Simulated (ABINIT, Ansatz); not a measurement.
# A GW chain in ABINIT: BiOCl (P4/nmm), part 2 of 3

Aim: the G0W0 gap of BiOCl (P4/nmm) on PBEsol, step by step.

ABINIT 10.8.3; PBEsol and many-body steps on it, plane waves. Known limits of the many-body steps: not at the basis limit; no spin-orbit coupling; coarse k mesh.

So far. Step 2 (Ground state): The gap is indirect, with the least direct gap 0.30 eV higher.

### Step 3. Bands along the symmetry lines

Level of this step: DFT, PBEsol, plane waves, norm-conserving pseudopotentials (ABINIT).

Levels along a band path, at the cheap level, show where the edges lie and whether the meshes to come will hold them.

run.abi reads:

```
acell 3*1.0 Angstrom
rprim 
  3.885510000000 0.000000000000 0.000000000000
  0.000000000000 3.885510000000 0.000000000000
  0.000000000000 0.000000000000 7.348900000000
ntypat 3
znucl 83 17 8
natom 6
typat 1 1 2 2 3 3
xred 
  0.500000000000 0.000000000000 0.329040000000
  0.000000000000 0.500000000000 0.670960000000
  0.000000000000 0.500000000000 0.147200000000
  0.500000000000 0.000000000000 0.852800000000
  0.000000000000 0.000000000000 0.500000000000
  0.500000000000 0.500000000000 0.500000000000
pp_dirpath "pseudos"
pseudos "Bi.upf, Cl.upf, O.upf"
ecut 42
iscf -2
irdden 1
kptopt 0
nkpt 39
kpt 
  0.00000000 0.00000000 0.00000000
  0.00000000 0.12500000 0.00000000
  0.00000000 0.25000000 0.00000000
  0.00000000 0.37500000 0.00000000
  0.00000000 0.50000000 0.00000000
  0.12500000 0.50000000 0.00000000
  0.25000000 0.50000000 0.00000000
  0.37500000 0.50000000 0.00000000
  0.50000000 0.50000000 0.00000000
  0.37500000 0.37500000 0.00000000
  0.25000000 0.25000000 0.00000000
  0.12500000 0.12500000 0.00000000
  0.00000000 0.00000000 0.00000000
  0.00000000 0.00000000 0.12500000
  0.00000000 0.00000000 0.25000000
  0.00000000 0.00000000 0.37500000
  0.00000000 0.00000000 0.50000000
  0.00000000 0.12500000 0.50000000
  0.00000000 0.25000000 0.50000000
  0.00000000 0.37500000 0.50000000
  0.00000000 0.50000000 0.50000000
  0.12500000 0.50000000 0.50000000
  0.25000000 0.50000000 0.50000000
  0.37500000 0.50000000 0.50000000
  0.50000000 0.50000000 0.50000000
  0.37500000 0.37500000 0.50000000
  0.25000000 0.25000000 0.50000000
  0.12500000 0.12500000 0.50000000
  0.00000000 0.00000000 0.50000000
  0.00000000 0.50000000 0.00000000
  0.00000000 0.50000000 0.12500000
  0.00000000 0.50000000 0.25000000
  0.00000000 0.50000000 0.37500000
  0.00000000 0.50000000 0.50000000
  0.50000000 0.50000000 0.00000000
  0.50000000 0.50000000 0.12500000
  0.50000000 0.50000000 0.25000000
  0.50000000 0.50000000 0.37500000
  0.50000000 0.50000000 0.50000000
istwfk *1
nband 43
nbdbuf 2
tolwfr 1e-08
nstep 40
prtwf 0
prtvol 0
indata_prefix "in"
outdata_prefix "out"
tmpdata_prefix "tmp"
```

Launch:

```sh
> OMP_NUM_THREADS=1 mpirun -n 4 abinit run.abi > log
```

Numbers of over 12 decimals in the logs are rounded to 6 here.

Output:

```text
.Version 10.8.3 of ABINIT. v10.8.2 released Aug 2026.

 Symmetries : space group P4/n m m (#129); Bravais tP (primitive tetrag.)
[... echo of the input left out ...]
== DATASET  1 ==================================================================
-   mpi_nproc: 4, omp_nthreads: 1 (-1 if OMP is not activated)

--- !DatasetInfo
iteration_state: {dtset: 1, }
dimensions: {natom: 6, nkpt: 39, mband: 43, nsppol: 1, nspinor: 1, nspden: 1, mpw: 9764, }
cutoff_energies: {ecut:  42.0, pawecutdg:  -1.0, }
electrons: {nelect:   7.20000000E+01, charge:   0.00000000E+00, occopt:   1.00000000E+00, tsmear:   1.00000000E-02, }

 Real(R)+Recip(G) space primitive vectors, cartesian coordinates (Bohr,Bohr^-1):
 R(1)=  7.3425498  0.0000000  0.0000000  G(1)=  0.1361925  0.0000000  0.0000000
 R(2)=  0.0000000  7.3425498  0.0000000  G(2)=  0.0000000  0.1361925  0.0000000
 R(3)=  0.0000000  0.0000000 13.8874083  G(3)=  0.0000000  0.0000000  0.0720077
 Unit cell volume ucvol=  7.4871236E+02 bohr^3
 Angles (23,13,12)=  9.00000000E+01  9.00000000E+01  9.00000000E+01 degrees

 getcut: wavevector=  0.0000  0.0000  0.0000  ngfft=  45  45  90
         ecut(hartree)=     42.000   => boxcut(ratio)=   2.05407

--- Pseudopotential description ------------------------------------------------
- Bi Generated using ONCVPSP code by D. R. Hamann
- 83.00000  23.00000  180301                  znucl, zion, pspdat
12 -116133 2 -1 1472                          pspcod,pspxc,lmax,lloc,mmax
     nproj     2     2     2
  pspatm : epsatm=   28.42398882
         --- l  ekb(1:nproj) -->
             0   17.099263    2.333947
             1    7.134189    1.181075
             2    3.367336    0.414803
 pspatm: atomic psp has been read  and splines computed

- Cl Generated using ONCVPSP code by D. R. Hamann
- 17.00000   7.00000  180301                  znucl, zion, pspdat
12 -116133 2 -1 1028                          pspcod,pspxc,lmax,lloc,mmax
     nproj     2     2     2
  pspatm : epsatm=    8.95520293
         --- l  ekb(1:nproj) -->
[...]
pspatm: atomic psp has been read  and splines computed

- O Generated using ONCVPSP code by D. R. Hamann
-  8.00000   6.00000  180301                  znucl, zion, pspdat
12 -116133 2 -1 936                           pspcod,pspxc,lmax,lloc,mmax
     nproj     2     2     1
  pspatm : epsatm=    6.20179097
         --- l  ekb(1:nproj) -->
[...]
2   -1.335834
 pspatm: atomic psp has been read  and splines computed

--------------------------------------------------------------------------------

================================================================================
 prteigrs : about to open file out_EIG
 Non-SCF case, kpt    1 (  0.00000  0.00000  0.00000), residuals and eigenvalues=
  6.23E-09  7.21E-09  2.94E-09  1.29E-09  5.22E-09  8.60E-09  1.42E-09  3.78E-09
[...]
6.0269E-01
 Non-SCF case, kpt   39 (  0.50000  0.50000  0.50000), residuals and eigenvalues=
[...]
1.4662E-01  1.4662E-01  1.6133E-01  1.6133E-01  1.8904E-01  1.8904E-01
  3.7736E-01  3.7736E-01  4.3499E-01  4.3499E-01  4.5405E-01  4.5405E-01
  6.0230E-01

--- !ResultsGS
iteration_state: {dtset: 1, }
comment   : Summary of ground state results
lattice_vectors:
- [  7.3425498,   0.0000000,   0.0000000, ]
- [  0.0000000,   7.3425498,   0.0000000, ]
- [  0.0000000,   0.0000000,  13.8874083, ]
lattice_lengths: [   7.34255,    7.34255,   13.88741, ]
lattice_angles: [ 90.000,  90.000,  90.000, ] # degrees, (23, 13, 12)
lattice_volume:   7.4871236E+02
convergence: {deltae:  0.000E+00, res2:  0.000E+00, residm:  9.995E-09, diffor:  0.000E+00, }
etotal    :  -5.29937128E+02
entropy   :   0.00000000E+00
fermie    :   2.10386526E-01
cartesian_stress_tensor: null
pressure_GPa: null
xred      :
- [  5.0000E-01,   0.0000E+00,   3.2904E-01, Bi]
- [  0.0000E+00,   5.0000E-01,   6.7096E-01, Bi]
- [  0.0000E+00,   5.0000E-01,   1.4720E-01, Cl]
- [  5.0000E-01,   0.0000E+00,   8.5280E-01, Cl]
- [  0.0000E+00,   0.0000E+00,   5.0000E-01,  O]
- [  5.0000E-01,   5.0000E-01,   5.0000E-01,  O]
cartesian_forces: null
force_length_stats: {min: null, max: null, mean: null, }

 Integrated electronic density in atomic spheres:
 ------------------------------------------------
 Atom  Sphere_radius  Integrated_density
[...]
================================================================================

 ----iterations are completed or convergence reached----

 Mean square residual over all n,k,spin=   53.589E-10; max=  99.953E-10
 reduced coordinates (array xred) for    6 atoms
[...]
cartesian coordinates (angstrom) at end:
    1      1.942755     0.000000     2.418082
    2      0.000000     1.942755     4.930818
    3      0.000000     1.942755     1.081758
    4      1.942755     0.000000     6.267142
    5      0.000000     0.000000     3.674450
    6      1.942755     1.942755     3.674450
 length scales=  1.889726125908  1.889726125908  1.889726125908 bohr
              =  1.000000000000  1.000000000000  1.000000000000 angstroms
 prteigrs : about to open file out_EIG
 Eigenvalues (hartree) for nkpt=  39  k points:
 kpt#   1, nband= 43, wtk=  1.00000, kpt=  0.0000  0.0000  0.0000 (reduced coord)
[...]
kpt#   2, nband= 43, wtk=  1.00000, kpt=  0.0000  0.1250  0.0000 (reduced coord)
[...]
kpt#   3, nband= 43, wtk=  1.00000, kpt=  0.0000  0.2500  0.0000 (reduced coord)
[...]
kpt#  38, nband= 43, wtk=  1.00000, kpt=  0.5000  0.5000  0.3750 (reduced coord)
[...]
0.45503    0.45503    0.60269
 kpt#  39, nband= 43, wtk=  1.00000, kpt=  0.5000  0.5000  0.5000 (reduced coord)
[...]
0.04266    0.04266    0.10880    0.10880    0.12840    0.12840    0.14662    0.14662
   0.16133    0.16133    0.18904    0.18904    0.37736    0.37736    0.43499    0.43499
   0.45405    0.45405    0.60230

== END DATASET(S) ==============================================================
================================================================================

 -outvars: echo values of variables after computation  --------
            nband          43
             nkpt          39
          spgroup         129
 [... the other variables as echoed above ...]

 Calculation completed.
```

It took 59 s on 4 MPI ranks of AMD EPYC 9R45, shared host; peak memory 0.62 GiB.

This step gave:

- gap: 2.548 eV
- k of the valence top: 0, 0.375, 0.5
- k of the conduction bottom: 0, 0, 0.5
- least direct gap: 2.927 eV

The gap is 2.548 eV, −0.075 eV from the run before at this level.

The electronic bands at the labelled points (eV, zero at the top of the highest filled band):

| point | band 33 | band 34 | band 35 | band 36 | band 37 | band 38 | band 39 | band 40 |
| --- | --- | --- | --- | --- | --- | --- | --- | --- |
| Γ | -1.06 | -1.06 | -0.98 | -0.77 | 3.05 | 3.75 | 5.30 | 5.30 |
| halfway | -1.04 | -0.53 | -0.38 | -0.29 | 4.29 | 4.66 | 4.80 | 5.00 |
| X | -0.91 | -0.91 | -0.08 | -0.08 | 4.55 | 4.55 | 5.19 | 5.19 |
| halfway | -1.05 | -1.05 | -0.70 | -0.70 | 4.54 | 4.54 | 5.41 | 5.41 |
| M | -0.71 | -0.71 | -0.66 | -0.66 | 4.06 | 4.06 | 5.81 | 5.81 |
| halfway | -0.84 | -0.64 | -0.52 | -0.38 | 3.92 | 5.02 | 5.17 | 5.50 |
| Γ | -1.06 | -1.06 | -0.98 | -0.77 | 3.05 | 3.75 | 5.30 | 5.30 |
| halfway | -0.91 | -0.91 | -0.73 | -0.53 | 2.79 | 3.36 | 5.31 | 5.31 |
| Z | -0.78 | -0.78 | -0.38 | -0.38 | 2.55 | 2.93 | 5.32 | 5.32 |
| halfway | -0.85 | -0.80 | -0.58 | -0.16 | 4.02 | 4.30 | 5.15 | 5.25 |
| R | -0.71 | -0.71 | -0.07 | -0.07 | 4.35 | 4.35 | 5.28 | 5.28 |
| halfway | -0.94 | -0.94 | -0.65 | -0.65 | 4.06 | 4.06 | 5.77 | 5.77 |
| A | -1.41 | -1.41 | -0.66 | -0.66 | 4.47 | 4.47 | 6.04 | 6.04 |
| halfway | -0.93 | -0.79 | -0.60 | -0.34 | 3.44 | 4.80 | 5.30 | 5.53 |
| Z | -0.78 | -0.78 | -0.38 | -0.38 | 2.55 | 2.93 | 5.32 | 5.32 |
| jump to X | -0.91 | -0.91 | -0.08 | -0.08 | 4.55 | 4.55 | 5.19 | 5.19 |
| halfway | -0.80 | -0.80 | -0.08 | -0.08 | 4.45 | 4.45 | 5.24 | 5.24 |
| R | -0.71 | -0.71 | -0.07 | -0.07 | 4.35 | 4.35 | 5.28 | 5.28 |
| jump to M | -0.71 | -0.71 | -0.66 | -0.66 | 4.06 | 4.06 | 5.81 | 5.81 |
| halfway | -1.03 | -1.03 | -0.66 | -0.66 | 4.26 | 4.26 | 5.93 | 5.93 |
| A | -1.41 | -1.41 | -0.66 | -0.66 | 4.47 | 4.47 | 6.04 | 6.04 |

### Step 4. Empty states on the mesh, 4×4×2 mesh, 360 bands

The sums over transitions need many empty states on a uniform mesh; this step solves for them.

run.abi reads:

```
acell 3*1.0 Angstrom
rprim 
  3.885510000000 0.000000000000 0.000000000000
  0.000000000000 3.885510000000 0.000000000000
  0.000000000000 0.000000000000 7.348900000000
ntypat 3
znucl 83 17 8
natom 6
typat 1 1 2 2 3 3
xred 
  0.500000000000 0.000000000000 0.329040000000
  0.000000000000 0.500000000000 0.670960000000
  0.000000000000 0.500000000000 0.147200000000
  0.500000000000 0.000000000000 0.852800000000
  0.000000000000 0.000000000000 0.500000000000
  0.500000000000 0.500000000000 0.500000000000
pp_dirpath "pseudos"
pseudos "Bi.upf, Cl.upf, O.upf"
ecut 42
ngkpt 4 4 2
nshiftk 1
shiftk 0 0 0
kptopt 1
chksymbreak 0
iscf -2
irdden 1
istwfk *1
nband 360
nbdbuf 32
tolwfr 1e-09
nstep 60
prtvol 0
indata_prefix "in"
outdata_prefix "out"
tmpdata_prefix "tmp"
```

Output:

```text
.Version 10.8.3 of ABINIT. v10.8.2 released Aug 2026.

 Symmetries : space group P4/n m m (#129); Bravais tP (primitive tetrag.)
[... echo of the input left out ...]
== DATASET  1 ==================================================================
-   mpi_nproc: 4, omp_nthreads: 1 (-1 if OMP is not activated)

--- !DatasetInfo
iteration_state: {dtset: 1, }
dimensions: {natom: 6, nkpt: 12, mband: 360, nsppol: 1, nspinor: 1, nspden: 1, mpw: 9764, }
cutoff_energies: {ecut:  42.0, pawecutdg:  -1.0, }
electrons: {nelect:   7.20000000E+01, charge:   0.00000000E+00, occopt:   1.00000000E+00, tsmear:   1.00000000E-02, }

 Real(R)+Recip(G) space primitive vectors, cartesian coordinates (Bohr,Bohr^-1):
 R(1)=  7.3425498  0.0000000  0.0000000  G(1)=  0.1361925  0.0000000  0.0000000
 R(2)=  0.0000000  7.3425498  0.0000000  G(2)=  0.0000000  0.1361925  0.0000000
 R(3)=  0.0000000  0.0000000 13.8874083  G(3)=  0.0000000  0.0000000  0.0720077
 Unit cell volume ucvol=  7.4871236E+02 bohr^3
 Angles (23,13,12)=  9.00000000E+01  9.00000000E+01  9.00000000E+01 degrees

 getcut: wavevector=  0.0000  0.0000  0.0000  ngfft=  45  45  90
         ecut(hartree)=     42.000   => boxcut(ratio)=   2.05407

--- Pseudopotential description ------------------------------------------------
- Bi Generated using ONCVPSP code by D. R. Hamann
- 83.00000  23.00000  180301                  znucl, zion, pspdat
12 -116133 2 -1 1472                          pspcod,pspxc,lmax,lloc,mmax
     nproj     2     2     2
  pspatm : epsatm=   28.42398882
         --- l  ekb(1:nproj) -->
             0   17.099263    2.333947
             1    7.134189    1.181075
             2    3.367336    0.414803
 pspatm: atomic psp has been read  and splines computed

- Cl Generated using ONCVPSP code by D. R. Hamann
- 17.00000   7.00000  180301                  znucl, zion, pspdat
12 -116133 2 -1 1028                          pspcod,pspxc,lmax,lloc,mmax
     nproj     2     2     2
  pspatm : epsatm=    8.95520293
         --- l  ekb(1:nproj) -->
[...]
pspatm: atomic psp has been read  and splines computed

- O Generated using ONCVPSP code by D. R. Hamann
-  8.00000   6.00000  180301                  znucl, zion, pspdat
12 -116133 2 -1 936                           pspcod,pspxc,lmax,lloc,mmax
     nproj     2     2     1
  pspatm : epsatm=    6.20179097
         --- l  ekb(1:nproj) -->
[...]
2   -1.335834
 pspatm: atomic psp has been read  and splines computed

--------------------------------------------------------------------------------

================================================================================
 prteigrs : about to open file out_EIG
 Non-SCF case, kpt    1 (  0.00000  0.00000  0.00000), residuals and eigenvalues=
  3.01E-10  2.72E-10  4.02E-10  4.02E-10  3.67E-10  4.02E-10  3.28E-10  5.00E-10
  3.21E-10  1.94E-10  3.93E-10  1.84E-10  2.45E-10  1.86E-10  2.60E-10  3.30E-10
  2.80E-10  2.03E-10  4.53E-11  4.95E-11  8.21E-10  4.11E-11  5.88E-11  6.90E-11
[...]
-5.3834E+00 -5.3834E+00 -3.1062E+00 -3.1062E+00 -3.1060E+00 -3.1060E+00
 -3.1060E+00 -3.1060E+00 -5.9030E-01 -5.8261E-01 -5.8261E-01 -5.8257E-01
 -5.8207E-01 -5.8078E-01 -5.8031E-01 -5.7990E-01 -5.7990E-01 -5.7928E-01
[...]
4.1047E+00  4.1093E+00  4.1141E+00  4.1141E+00  4.1158E+00  4.1158E+00
  4.1409E+00  4.1411E+00  4.1642E+00  4.1697E+00  4.1707E+00  4.1944E+00
 prteigrs : prtvol=0 or 1, do not print more k-points.

--- !ResultsGS
iteration_state: {dtset: 1, }
comment   : Summary of ground state results
lattice_vectors:
- [  7.3425498,   0.0000000,   0.0000000, ]
- [  0.0000000,   7.3425498,   0.0000000, ]
- [  0.0000000,   0.0000000,  13.8874083, ]
lattice_lengths: [   7.34255,    7.34255,   13.88741, ]
lattice_angles: [ 90.000,  90.000,  90.000, ] # degrees, (23, 13, 12)
lattice_volume:   7.4871236E+02
convergence: {deltae:  0.000E+00, res2:  0.000E+00, residm:  9.986E-10, diffor:  0.000E+00, }
etotal    :  -5.29937128E+02
entropy   :   0.00000000E+00
fermie    :   2.10386526E-01
cartesian_stress_tensor: null
pressure_GPa: null
xred      :
- [  5.0000E-01,   0.0000E+00,   3.2904E-01, Bi]
- [  0.0000E+00,   5.0000E-01,   6.7096E-01, Bi]
- [  0.0000E+00,   5.0000E-01,   1.4720E-01, Cl]
- [  5.0000E-01,   0.0000E+00,   8.5280E-01, Cl]
- [  0.0000E+00,   0.0000E+00,   5.0000E-01,  O]
- [  5.0000E-01,   5.0000E-01,   5.0000E-01,  O]
cartesian_forces: null
force_length_stats: {min: null, max: null, mean: null, }

 Integrated electronic density in atomic spheres:
 ------------------------------------------------
 Atom  Sphere_radius  Integrated_density
[...]
================================================================================

 ----iterations are completed or convergence reached----

 Mean square residual over all n,k,spin=   32.185E-11; max=  99.857E-11
 reduced coordinates (array xred) for    6 atoms
[...]
0.000000000000      0.000000000000      0.500000000000
       0.500000000000      0.500000000000      0.500000000000

 cartesian coordinates (angstrom) at end:
    1      1.942755     0.000000     2.418082
    2      0.000000     1.942755     4.930818
    3      0.000000     1.942755     1.081758
    4      1.942755     0.000000     6.267142
    5      0.000000     0.000000     3.674450
    6      1.942755     1.942755     3.674450
 length scales=  1.889726125908  1.889726125908  1.889726125908 bohr
              =  1.000000000000  1.000000000000  1.000000000000 angstroms
 prteigrs : about to open file out_EIG
 Eigenvalues (hartree) for nkpt=  12  k points:
 kpt#   1, nband=360, wtk=  0.03125, kpt=  0.0000  0.0000  0.0000 (reduced coord)
[...]
4.05963    4.05963    4.06215    4.08354    4.10475    4.10934    4.11413    4.11415
   4.11575    4.11577    4.14091    4.14112    4.16421    4.16965    4.17067    4.19439
 prteigrs : prtvol=0 or 1, do not print more k-points.

== END DATASET(S) ==============================================================
================================================================================

 -outvars: echo values of variables after computation  --------
            nband         360
             nkpt          12
          spgroup         129
 [... the other variables as echoed above ...]

 Calculation completed.
```

Elapsed: 9.2 min, on 4 MPI ranks; peak memory 1.1 GiB; 37 min of CPU time.

This step gave:

* gap: 2.623 eV
* k of the valence top: 0.5, 0, 0.5
* k of the conduction bottom: 0, 0, 0.5
* least direct gap: 2.927 eV
* k points computed: 12
* lowest point of the top converged band, above the valence top: 99.5387 eV

On this mesh the gap is 2.623 eV.

### Step 5. Screening, 4×4×2 mesh, 328 bands, screening to 217.7 eV

The RPA dielectric matrix is built and inverted for each q.

This step: RPA screening on PBEsol, plane waves, norm-conserving pseudopotentials.

Edit run.abi of step 4 so:

```diff
@@ -24,10 +24,11 @@
 chksymbreak 0
-iscf -2
-irdden 1
 istwfk *1
-nband 360
-nbdbuf 32
-tolwfr 1e-09
-nstep 60
-prtvol 0
+occopt 1
+irdwfk 1
+optdriver 3
+nband 328
+ecuteps 8
+inclvkb 2
+awtr 1
+symchi 1
 indata_prefix "in"
```

Output:

```text
.Version 10.8.3 of ABINIT. v10.8.2 released Aug 2026.

 Symmetries : space group P4/n m m (#129); Bravais tP (primitive tetrag.)
[... echo of the input left out ...]
== DATASET  1 ==================================================================
-   mpi_nproc: 4, omp_nthreads: 1 (-1 if OMP is not activated)

--- !DatasetInfo
iteration_state: {dtset: 1, }
dimensions: {natom: 6, nkpt: 12, mband: 328, nsppol: 1, nspinor: 1, nspden: 1, mpw: 9764, }
cutoff_energies: {ecut:  42.0, pawecutdg:  -1.0, }
electrons: {nelect:   7.20000000E+01, charge:   0.00000000E+00, occopt:   1.00000000E+00, tsmear:   1.00000000E-02, }

 SCREENING: Calculation of the susceptibility and dielectric matrices

 Based on a program developped by R.W. Godby, V. Olevano, G. Onida, and L. Reining.
 Incorporated in ABINIT by V. Olevano, G.-M. Rignanese, and M. Torrent.
.Using double precision arithmetic ; gwpc =  8

[... cell and pseudopotentials left out ...]
--------------------------------------------------------------------------------

 ==== K-mesh for the wavefunctions ====
 Number of points in the irreducible wedge :    12
[... list of points left out ...]
 Together with 16 symmetry operations and time-reversal symmetry
 yields    32 points in the full Brillouin Zone.

 ==== Q-mesh for the screening function ====
 Number of points in the irreducible wedge :    12
[... list of points left out ...]
 Together with 16 symmetry operations and time-reversal symmetry
 yields    32 points in the full Brillouin Zone.

 setmesh: FFT mesh size selected  =    32x   32x   60
          total number of points  =        61440

 vcoul_init : cutoff-mode = AUXILIARY_FUNCTION
 q-points for optical limit:   1
     1)      0.000010    0.000020    0.000030

- screening: taking advantage of time-reversal symmetry
- Maximum band index for partially occupied states nbvw = 36
- Remaining bands to be divided among processors   nbcw = 292
- Number of bands treated by each node ~73

 Number of electrons calculated from density =   72.0000; Expected =   72.0000
 average of density, n =  0.096165
 r_s =    1.3540
 omega_plasma =   29.9133 [eV]

 calculating chi0 at frequencies [eV] :
  1    0.000000E+00    0.000000E+00
  2    0.000000E+00    2.991330E+01

--------------------------------------------------------------------------------
  q-point number  1        q = ( 0.000000, 0.000000, 0.000000) [r.l.u.]
--------------------------------------------------------------------------------
[... chi0 elements left out ...]
 For q-point:  0.000010 0.000020 0.000030
  dielectric constant =   6.0123
  dielectric constant without local fields =   6.9146

  Average fulfillment of the sum rule on Im[epsilon] for q-point    1 :     80.00  [%]
[... wings left out ...]
  q-point number  2        q = ( 0.250000, 0.000000, 0.000000) [r.l.u.]
--------------------------------------------------------------------------------
[... chi0 elements left out ...]
  Average fulfillment of the sum rule on Im[epsilon] for q-point    2 :     84.98  [%]

 [... 10 further q-points ...]
```

Wall time 29 min (4 MPI ranks); peak memory 6.3 GiB; 1.9 h of CPU time.

This step gave:

```yaml
eps_infinity_with_local_fields_on_this_mesh_along_the_program_s_q_direction: 6.012
the_same_without_local_fields: 6.915
plasma_frequency: 29.91 eV
plane_waves_in_the_screening_matrix: 813
```

Local fields lower ε∞ by 13 %. On a Γ-centred mesh this coarse the value itself is usually too large, while a short band sum pulls it down.

(Continued in part 3 of 3.)

[Paths, hosts, dates, memory and timing lines, banners, echoed tables and standing remarks are left out of the program output.]

[Logs are printed without paths, hosts, clocks, repeated set-up lines and the standing remarks that a program may print on its own settings, such as how far it seeks lower states.]

[Runs of the session that timed out or met a known fault of the program may be left out.]

[Hosts, paths, dates, database ids (printed as entryN), source tags and the programs' standing remarks are cut or masked in the printed files.]

[G0W0 gaps are taken among the corrected bands and points alone; a level outside them can change the order at an edge.]

[Where Ansatz stands beside ABINIT at settings called matched, ABINIT's density can come from a denser mesh and the files from another edition; pairs whose starting gaps differed by over 0.03 eV were left out, so agreement reads better than it is.]
